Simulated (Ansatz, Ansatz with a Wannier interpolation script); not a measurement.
An input for Ansatz 0.2.0 (CdBr2 (P6_3mc)):

```yaml
crystal:
  lattice:
    - [3.985, 0.0, 0.0]
    - [-1.9925, 3.4511112341, 0.0]
    - [0.0, 0.0, 12.561]
  atoms:
    - { symbol: Cd, position: [0.3333333333, 0.6666666667, 0.375] }
    - { symbol: Cd, position: [0.6666666667, 0.3333333333, 0.875] }
    - { symbol: Br, position: [0.3333333333, 0.6666666667, 0.0] }
    - { symbol: Br, position: [0.6666666667, 0.3333333333, 0.5] }
    - { symbol: Br, position: [0.0, 0.0, 0.25] }
    - { symbol: Br, position: [0.0, 0.0, 0.75] }
kpoints:
  mp_grid: { grid: [6, 6, 2] }
hamiltonian:
  xc: lda
scf:
  occupations: { method: fixed }
gw:
  n_empty_bands: 720
  ecut_chi: 150.0
  qp_bands: [v12, c1]
  screening: { model: contour_deformation }
```

The database entry behind the starting cell has ideal inner coordinates that were not refined, so it need not match the best structure at ambient conditions.

```sh
ansatz run input.yaml --threads 3 --pin off --max-ram 92160MiB --backend cuda --events-out ev --progress --plain --runs-dir out --devices 1 --max-vram 13GiB
```

How long will it take on 1 × NVIDIA H100 80GB HBM3 (shared by 6 runs) with 3 threads of AMD EPYC 7R13 (Zen 3), shared host, and how much memory?

It took 3.1 min; on shared hardware allow 94 s to 6.3 min. Peak host memory was 2.2 GiB. The sizes that set the cost: 3401 plane waves a state, 14 irreducible k points, 754 bands summed, 709 plane waves in the screening and 7 SCF cycles.

The screening grows as filled bands × empty bands × pairs of k points, times the square of the screening basis for the matrix.

[Paths, hosts, dates, memory and timing lines, banners, echoed tables and standing remarks are left out of the program output.]

[Logs are printed without paths, hosts, clocks, repeated set-up lines and the standing remarks that a program may print on its own settings, such as how far it seeks lower states.]

[Runs of the session that timed out or met a known fault of the program may be left out.]

[Hosts, paths, dates, database ids (printed as entryN), source tags and the programs' standing remarks are cut or masked in the printed files.]
